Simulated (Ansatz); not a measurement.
# Structural relaxation of aqueous Zn2+ and I-, 5.3 mol of salt per kg of water, from a frame at 300 K (138 atoms), part 3 of 3

How does aqueous Zn2+ and I-, 5.3 mol of salt per kg of water, from a frame at 300 K (138 atoms) relax, and what do bonds, charges and levels look like afterwards?

Ansatz 0.2.0; Kohn-Sham DFT, RPBE+D4, PAW (set soft_2), plane waves.

The cell: 42 O, 84 H, 4 Zn and 8 I. The network of contacts between molecules at the start is that of the classical potential that made the cell. The concentration wasn't checked against solubility and may exceed it. The density was typed from a rule of thumb and may lie off the real one at this temperature. Only the Γ point is sampled, in a cell whose shortest periodic width is 12 Å.

So far. Step 3 (Relaxation): The relaxation changed the energy by -74.7 meV/atom, and atoms moved by 0.82 Å r.m.s., 1.9 Å at most.

### Step 5. Single point at the relaxed geometry

The electronic structure is read at the final geometry, in a run of its own.

File input.yaml:

```yaml
crystal:
  lattice:
    - [11.72638, 0.0, 0.0]
    - [0.0, 11.72638, 0.0]
    - [0.0, 0.0, 11.72638]
  atoms:
    - { symbol: O, position: [0.70211, 0.10452, 0.09888] }
    - { symbol: H, position: [0.62869, 0.07048, 0.12194] }
    - { symbol: H, position: [0.68211, 0.17863, 0.06434] }
    - { symbol: O, position: [0.37858, 0.49824, 0.57979] }
    - { symbol: H, position: [0.39813, 0.57294, 0.61054] }
    - { symbol: H, position: [0.32932, 0.51494, 0.5129] }
    - { symbol: O, position: [0.36009, 0.13349, 0.7047] }
    - { symbol: H, position: [0.3213, 0.09646, 0.76952] }
    - { symbol: H, position: [0.34276, 0.21562, 0.71262] }
    - { symbol: O, position: [0.61459, 0.89022, 0.54793] }
    - { symbol: H, position: [0.65532, 0.86735, 0.47803] }
    - { symbol: H, position: [0.61928, 0.8231, 0.59903] }
    - { symbol: O, position: [0.37848, 0.17132, 0.0326] }
    - { symbol: H, position: [0.42731, 0.1574, 0.09924] }
    - { symbol: H, position: [0.38389, 0.25247, 0.00998] }
    - { symbol: O, position: [0.71369, 0.6673, 0.97783] }
    - { symbol: H, position: [0.64081, 0.66714, 0.02107] }
    - { symbol: H, position: [0.68547, 0.66021, 0.89763] }
    - { symbol: O, position: [0.1454, 0.79744, 0.45649] }
    - { symbol: H, position: [0.06375, 0.81936, 0.45903] }
    - { symbol: H, position: [0.17543, 0.81352, 0.38046] }
    - { symbol: O, position: [0.8348, 0.99139, 0.9539] }
    - { symbol: H, position: [0.77725, 0.0306, 0.00293] }
    - { symbol: H, position: [0.87407, 0.94099, 0.00844] }
    - { symbol: O, position: [0.1234, 0.62803, 0.21575] }
    - { symbol: H, position: [0.04083, 0.62114, 0.22693] }
    - { symbol: H, position: [0.13195, 0.70818, 0.19504] }
    - { symbol: O, position: [0.20792, 0.6796, 0.90244] }
    - { symbol: H, position: [0.15171, 0.62134, 0.92454] }
    - { symbol: H, position: [0.27688, 0.66533, 0.94888] }
    - { symbol: O, position: [0.28869, 0.25382, 0.31426] }
    - { symbol: H, position: [0.33115, 0.1814, 0.30799] }
    [... 100 atom lines left out ...]
    - { symbol: I, position: [0.04188, 0.22277, 0.66344] }
    - { symbol: I, position: [0.83258, 0.55064, 0.23995] }
    - { symbol: I, position: [0.59629, 0.6516, 0.71758] }
    - { symbol: I, position: [0.97294, 0.89925, 0.19459] }
    - { symbol: I, position: [0.48112, 0.03938, 0.2697] }
    - { symbol: I, position: [0.97509, 0.50707, 0.89099] }
kpoints:
  mp_grid: { grid: [1, 1, 1] }
hamiltonian:
  xc: rpbe
  dispersion: d4
scf:
  occupations: { method: fixed }
output:
  forces: true
  stress: true
  populations: true
  dos:
    method: { smearing: { sigma: 0.08 } }
    de: 0.1
    projected: { site_lists: { H: [H], I: [I], O: [O], Zn: [Zn] } }
  eigenvalues: true
  write_density: true
  write_potential: true
  volumetric_format: npy
```

Run with:

```
ansatz run input.yaml --threads 4 --pin off --max-ram 8192MiB --backend cpu --events-out ev --progress --plain --runs-dir out
```

Numbers of over 12 decimals in the logs are rounded to 6 here.

What it wrote:

```text
[...]
Crystal: 138 atoms, lattice volume = 1612.471 Å³
Basis set: ecut = 420 eV, 31439 PW (Γ), exchange–correlation on 160×160×160 points (8 copies of the dense FFT grid, shifted against one another)
Bands: 398, of which v1, the nominal top of the filled ones, is band 260 counted from 1 (259 counted from 0)
Symmetry: 1 space group operations
[...]
k-points: 1
[...]
SCF iter   1: F=—  HF=-98767.691179 eV  |F-HF|=—  |Δ(HF+E_count)|=         —  Δρ=4.27e-3  dr2=2.55e-1  ethr=1.77e-3  ⟨swp⟩=5.0  Hψ=1413  notcnv=0  defer=136
[...]
SCF iter   9: F=-98767.514513 eV  HF=-98767.514513 eV  |F-HF|=9.46e-8  |Δ(HF+E_count)|=   2.88e-7  Δρ=2.64e-6  dr2=9.65e-8  ethr=1.92e-11  ⟨swp⟩=25.0  Hψ=4871  notcnv=0
SCF 1 converged in 9 iterations: F = -98767.514513 eV  dr2 = 9.65e-8
[...]
WARN: The input density's exchange-correlation potential varies sharply where the density is thin. Do not read a vacuum level from v_tot or v_xc, or from such a field of the output density. On a cell that repeats whose density bears no net charge and no dipole along the vacuum's axis use v_es (v_loc + v_h of the components); [...]
SCF converged after 9 iterations
Free energy (F): -98767.514513 eV
[...]
Internal energy: -98767.514513 eV  (E = F + TS)
E sigma→0 (E₀):  -98767.514513 eV
Fermi energy:    0.386328 eV
[...]
--- Forces (eV/Å), atoms counted from 1 ---
  atom   1  O     -0.00104865    -0.00731784     0.00268729
  atom   2  H      0.00524916     0.00344596    -0.00583286
  atom   3  H     -0.00299899     0.00308423    -0.00196967
  atom   4  O     -0.00226252    -0.00220320    -0.00047479
  atom   5  H      0.00439716     0.00140092     0.00058234
  atom   6  H      0.00078105    -0.00022780     0.00276929
  atom   7  O     -0.00065837    -0.00333140     0.00329748
  atom   8  H      0.00183240     0.00105208    -0.00101124
  atom   9  H     -0.00069241     0.00188841     0.00033517
  atom  10  O      0.00242810    -0.00816320     0.00194593
  atom  11  H     -0.00284286     0.00270905    -0.00065455
  atom  12  H     -0.00037209     0.00564318    -0.00090460
  atom  13  O      0.00260076     0.00007055    -0.00234655
  atom  14  H     -0.00103390     0.00004095    -0.00005491
[...]
atom 137  I      0.00029042    -0.00064556    -0.00033806
  atom 138  I     -0.00339522    -0.00012401     0.00218480
  max |Σ_I F_I| component: 1.22e-4 eV/Å
--- Stress (GPa, compression-positive) ---
        0.424772       0.200873      -0.131508
        0.200873       0.149304       0.041053
       -0.131508       0.041053       0.183995
  P = ⅓ Tr σ = 0.2527 GPa (2.527 kbar)
--- Band table (eV) ---
[...]
--- Löwdin populations: 138 sites ---
  site symbol       q [e]
     0      O      6.6459
     1      H      0.6335
     2      H      0.6398
[...]
137      I     17.5208
  spilling = 0.008296 (of n_electrons = 520.000000)
```

Run time: 32 s. Hardware: 4 threads of Arm Neoverse V1, shared host; peak memory 2.1 GiB; 2.1 min of CPU time.

The program notes that the exchange-correlation potential is rough where the density is thin.

The run gave:

| Item | Value |
| --- | --- |
| free energy | -98767.5145 eV |
| free energy per atom | -715.7066 eV/atom |
| SCF cycles | 9 |
| pressure | 0.2527 GPa |
| r.m.s. force component | 0.00387 eV/Å |
| longest force | 0.0275 eV/Å |
| Fermi energy | 0.3863 eV |
| gap (highest filled to lowest empty level) | 3.68 eV |
| spilling of the projection | 0.008296 |

Löwdin charges by element and coordination (they lack the spilled electrons, 0.031 e an atom on average):

| element | coordination | atoms | mean charge (e) | spread | least | most |
| --- | --- | --- | --- | --- | --- | --- |
| H | all | 84 | 0.384 | 0.0143 | 0.345 | 0.416 |
| I | all | 8 | -0.517 | 0.029 | -0.567 | -0.476 |
| I | 0 | 5 | -0.521 | 0.0308 | -0.567 | -0.487 |
| I | 1 | 3 | -0.509 | 0.0235 | -0.530 | -0.476 |
| O | all | 42 | -0.703 | 0.0375 | -0.763 | -0.646 |
| O | 2 | 23 | -0.671 | 0.0117 | -0.690 | -0.646 |
| O | 3 | 19 | -0.742 | 0.0145 | -0.763 | -0.707 |
| Zn | all | 4 | 1.44 | 0.114 | 1.24 | 1.51 |
| Zn | 4 | 1 | 1.24 | 0 | 1.24 | 1.24 |
| Zn | 6 | 3 | 1.51 | 0.0033 | 1.50 | 1.51 |

States in the cell by windows of 1 eV, zero at the Fermi level; the larger projections on atomic orbitals stand beside the total:

| from (eV) | to (eV) | total | O p | H s | I p | Zn d |
| --- | --- | --- | --- | --- | --- | --- |
| -10 | -9 | 0.0 | 0.0 | 0.0 | 0.0 | 0.0 |
| -9 | -8 | 16.2 | 11.1 | 4.6 | 0.1 | 0.1 |
| -8 | -7 | 67.8 | 46.9 | 18.9 | 0.2 | 0.2 |
| -7 | -6 | 8.0 | 5.0 | 0.4 | 0.0 | 1.3 |
| -6 | -5 | 36.0 | 17.1 | 1.9 | 0.3 | 14.4 |
| -5 | -4 | 51.7 | 28.0 | 2.4 | 0.4 | 16.9 |
| -4 | -3 | 27.4 | 20.2 | 1.0 | 0.7 | 2.9 |
| -3 | -2 | 51.2 | 46.5 | 0.5 | 1.3 | 1.6 |
| -2 | -1 | 40.1 | 32.5 | 0.2 | 4.5 | 2.3 |
| -1 | 0 | 39.2 | 2.9 | 0.9 | 34.9 | 0.2 |
| 0 | 1 | 2.3 | 0.1 | 0.0 | 2.2 | 0.0 |
| 1 | 3 | 0.0 | 0.0 | 0.0 | 0.0 | 0.0 |
| 3 | 4 | 2.0 | 0.0 | 0.8 | 0.2 | 0.0 |
| 4 | 5 | 2.0 | 0.1 | 0.4 | 0.4 | 0.0 |

The curve was stored every 0.10 eV, coarse against its broadening of 0.08 eV, so these counts are rough.

With fixed occupations the program's Fermi level is the highest filled level; weight inside the gap is the broadening of levels at its edges.

Between -26 and -10 eV lie 100 more states.

About 82 of the 520 electrons lie in deeper levels, below the stored range.

The levels nearest the highest filled one (over half full), pooled over k-points and spins:

| level less the highest filled one (eV) | occupation |
| --- | --- |
| -0.232 | 2 |
| -0.207 | 2 |
| -0.194 | 2 |
| -0.145 | 2 |
| -0.0603 | 2 |
| 0 | 2 |
| 3.68 | 0 |
| 4.42 | 0 |
| 5.24 | 0 |
| 5.30 | 0 |
| 5.37 | 0 |
| 5.43 | 0 |

Valence density in the ac plane at fractional y = 0.055, with atoms of H and O and Zn and I within 0.2 Å of it. It is the smooth field of the valence electrons, not physical close to the nuclei.

Ten steps, logarithmic in the rise over the least value, from '0' (0 e/Å³) to '9' (22 e/Å³), each cell a mean:
```
000000000123200000000000023332110
000000001244310000000000012222110
000000002344200000000000000110000
000000001232100001221000000000000
000000000111000013564200000000000
000000000011100124676310000000000
000000000012110123554211100000000
000100000011110001122355310000000
000000000111000000012699520000000
000000012332000000012587421110000
000000124542100001111122235542000
000000245542000001111000247763100
000000233321000000110000135642000
011110011000000000000000023320000
123321000000001111100000001100000
134321000000012333210000000000000
133210000000125776310000000000000
000000000000136887321000000000000
000000000000124664310000000000000
000000000000012222111111100000000
000011100000000111012333210000000
000011100000000000012344320000000
000000000000000000000123221000000
000000000000000000000001122211000
```
Columns run along a (11.7 Å), rows up along c (11.7 Å). Atoms in or near the plane, at fractional coordinates: H at (0.63, 0.12), O at (0.58, 0.77), H at (0.35, 0.95), H at (0.05, 0.33), O at (0.82, 0.51), H at (0.22, 0.48), H at (0.31, 0.58), Zn at (0.69, 0.63), I at (0.48, 0.27).

Electrostatic potential energy in the ac plane at fractional y = 0.055, with atoms of H and O and Zn and I within 0.2 Å of it. With pseudopotentials it is smooth inside the atoms' cores, unlike the true potential.

Values in eV, 13 rows by 16 columns, each cell a mean:
```
  5   6   5   5   2 -19  -1   6   6   6   6   4  -1  -1   2   2
  6   6   6   5  -1  -7   4   5   5   4   6   6   5   5   5   5
  6   6   6   6   3   1   4   3  -9 -22   1   5   5   5   6   6
  5   3   5   6   4   2   4   1  -9 -17  -4  -3   3   6   7   6
  5   3   4   5   2   2   6   6   5   0 -26 -29  -5   6   7   6
  6   5   5   2 -19 -10   6   7   6   2 -13 -16  -7  -7   5   6
  5   5   3 -19 -15   2   7   6   4   4   4   4 -16 -27   1   5
  3   2   4   2   5   7   6   5   3   4   6   5  -1  -2   4   5
-13 -11   4   6   6   6  -1 -10  -9   3   6   6   5   5   6   4
  2   3   6   6   6   5  -9   0  -7  -2   6   5   5   6   6   5
  6   7   7   7   6   6   1  -7  -5   1   2   4   5   6   6   6
  6   6   6   6   6   6   5   5   5  -3 -15 -11   4   6   6   6
  6   5   5   5   5   4   5   6   6   5   4   2  -8   3   5   5
```
Columns run along a (11.7 Å; values clipped at the 3rd and 97th percentile), rows up along c (11.7 Å). Atoms in or near the plane, at fractional coordinates: H at (0.63, 0.12), O at (0.58, 0.77), H at (0.35, 0.95), H at (0.05, 0.33), O at (0.82, 0.51), H at (0.22, 0.48), H at (0.31, 0.58), Zn at (0.69, 0.63), I at (0.48, 0.27).

Mean Löwdin charges: H +0.38, I -0.52, O -0.70, Zn +1.44 e (they miss 0.83 % of the electrons, so they add up to more than the cell's charge).

A closer look about Zn129, one of the 4 Zn atoms: 13 atoms, nearest first, numbered in the order of the input, with positions taken from that point.

| atom | x | y | z | distance (Å) | bonds | Löwdin charge (e) |
| --- | --- | --- | --- | --- | --- | --- |
| Zn129 | 0.00 | 0.00 | 0.00 | 0.00 | 6 | 1.50 |
| O76 | 0.48 | -1.39 | -1.46 | 2.08 | 3 | -0.75 |
| O31 | 1.91 | -0.06 | 0.87 | 2.10 | 3 | -0.74 |
| O115 | -1.97 | 0.14 | -0.74 | 2.10 | 3 | -0.75 |
| O112 | -0.62 | 1.34 | 1.52 | 2.11 | 3 | -0.72 |
| O40 | 0.62 | 1.68 | -1.22 | 2.17 | 3 | -0.76 |
| O67 | -0.42 | -1.67 | 1.49 | 2.28 | 3 | -0.71 |
| H78 | -0.17 | -1.35 | -2.21 | 2.60 | 1 | 0.39 |
| H114 | 0.14 | 1.95 | 1.71 | 2.60 | 1 | 0.39 |
| H77 | 1.38 | -1.24 | -1.85 | 2.62 | 1 | 0.38 |
| H116 | -2.02 | -0.21 | -1.66 | 2.62 | 1 | 0.40 |
| H33 | 2.52 | 0.61 | 0.48 | 2.64 | 1 | 0.39 |
| H113 | -1.36 | 1.90 | 1.23 | 2.64 | 1 | 0.40 |

The column of bonds counts only the pairs H-O within 1.21 Å, O-Zn within 2.50 Å, I-Zn within 3.05 Å; other neighbours, such as metal atoms beside each other in a compound, aren't counted, and periodic images can show an atom twice.

### Step 6. A repeat

The input is that of the reference in all keys that bear on the result, so the run is a repeat.

input.yaml, the sections that differ from step 5:

```yaml
crystal:
  lattice:
    - [11.72638, 0.0, 0.0]
    - [0.0, 11.72638, 0.0]
    - [0.0, 0.0, 11.72638]
  atoms:
    [... the 138 atom lines of step 2 ...]
output:
  forces: true
  stress: true
  populations: true
  dos:
    method: { smearing: { sigma: 0.15 } }
    de: 0.1
    projected: { site_lists: { H: [H], I: [I], O: [O], Zn: [Zn] } }
  eigenvalues: true
# kpoints, hamiltonian, scf: as in step 5
```

What it wrote:

```text
[...]
Crystal: 138 atoms, lattice volume = 1612.471 Å³
Basis set: ecut = 420 eV, 31439 PW (Γ), exchange–correlation on 160×160×160 points (8 copies of the dense FFT grid, shifted against one another)
Bands: 398, of which v1, the nominal top of the filled ones, is band 260 counted from 1 (259 counted from 0)
Symmetry: 1 space group operations
[...]
k-points: 1
[...]
SCF iter   1: F=—  HF=-98757.368819 eV  |F-HF|=—  |Δ(HF+E_count)|=         —  Δρ=4.69e-3  dr2=3.15e-1  ethr=1.77e-3  ⟨swp⟩=6.0  Hψ=1409  notcnv=0  defer=136
[...]
SCF iter   9: F=—  HF=-98757.201550 eV  |F-HF|=—  |Δ(HF+E_count)|=   4.08e-7  Δρ=2.88e-6  dr2=1.16e-7  ethr=2.04e-10  ⟨swp⟩=3.0  Hψ=501  notcnv=0  defer=136
SCF iter  10: F=-98757.201550 eV  HF=-98757.201550 eV  |F-HF|=1.72e-8  |Δ(HF+E_count)|=   1.39e-7  Δρ=1.38e-6  dr2=2.67e-8  ethr=1.92e-11  ⟨swp⟩=19.0  Hψ=3447  notcnv=0
SCF 1 converged in 10 iterations: F = -98757.201550 eV  dr2 = 2.67e-8
[...]
SCF converged after 10 iterations
Free energy (F): -98757.201550 eV
[...]
Internal energy: -98757.201550 eV  (E = F + TS)
E sigma→0 (E₀):  -98757.201550 eV
Fermi energy:    0.319553 eV
[...]
Σ components = -98757.201550   (vs F -98757.201550, Δ=0.00e0)
--- Forces (eV/Å), atoms counted from 1 ---
  atom   1  O     -0.33695170    -0.01863342     0.41554678
  atom   2  H      0.69431870     0.35903512    -0.66739599
  atom   3  H     -0.40115921    -0.68864215     0.34308829
  atom   4  O      0.85841564     0.72735872    -0.80060495
[...]
atom 138  I      1.40581634     0.32974669    -0.67402501
  max |Σ_I F_I| component: 2.26e-5 eV/Å
--- Stress (GPa, compression-positive) ---
        0.915970      -0.463428      -0.120034
       -0.463428       1.779751      -0.333636
       -0.120034      -0.333636       1.273405
  P = ⅓ Tr σ = 1.3230 GPa (13.230 kbar)
--- Band table (eV) ---
[...]
--- Löwdin populations: 138 sites ---
  site symbol       q [e]
     0      O      6.6808
     1      H      0.6384
     2      H      0.6477
[...]
137      I     17.5668
  spilling = 0.008123 (of n_electrons = 520.000000)
```

Wall time 31 s (4 threads); peak memory 2.1 GiB.

Geometry and reference: those of the single point at the start.

Forces differ from those of the single point at the start by 0 meV/Å r.m.s., 0 % of their size. It took 1.0 times the reference's time (shared host, so rough).

### Step 7. What came out

```json
{
  "energy change in the relaxation": "-74.73 meV/atom",
  "r.m.s. displacement": "0.823 Å",
  "largest displacement": "1.913 Å",
  "free energy per atom": "-715.7066 eV/atom",
  "pressure": "0.2527 GPa",
  "r.m.s. force component": "0.00387 eV/Å",
  "gap (highest filled to lowest empty level)": "3.68 eV",
  "wall time of the 4 DFT runs": "13 min"
}
```

Relaxation lowers the energy by 74.7 meV/atom and moves atoms by 0.82 Å r.m.s.; the r.m.s. force component goes from 0.82 to 0.0039 eV/Å, the pressure goes from 1.3 to 0.25 GPa, and the gap from 3.73 to 3.68 eV. By the final cutoffs no bond was broken or made. First to last step the energy falls by 10.313 eV; the largest move, 1.91 Å, is that of H119. The O-Zn bonds go from 1.946 Å (spread 0.073) to 2.139 Å (spread 0.059). Counting bonds as in the table, all H atoms have 1, 62 % of I atoms have 0, 55 % of O atoms have 2 and 75 % of Zn atoms have 6 bonded neighbours. The 42 water molecules hold 2.24 hydrogen bonds each to other water on average, with a mean O–O distance of 2.77 Å. Between filled and empty levels lie 3.68 eV (at Γ alone); a semilocal functional tends to put such gaps too low. In a disordered cell it changes from sample to sample and from frame to frame.

**Limits.** The network of contacts between molecules at the start is that of the classical potential that made the cell; in DFT atoms moved by 0.82 Å r.m.s.

[Logs are printed without paths, hosts, clocks, repeated set-up lines and the standing remarks that a program may print on its own settings, such as how far it seeks lower states.]

[Hosts, paths, dates, database ids (printed as entryN), source tags and the programs' standing remarks are cut or masked in the printed files.]
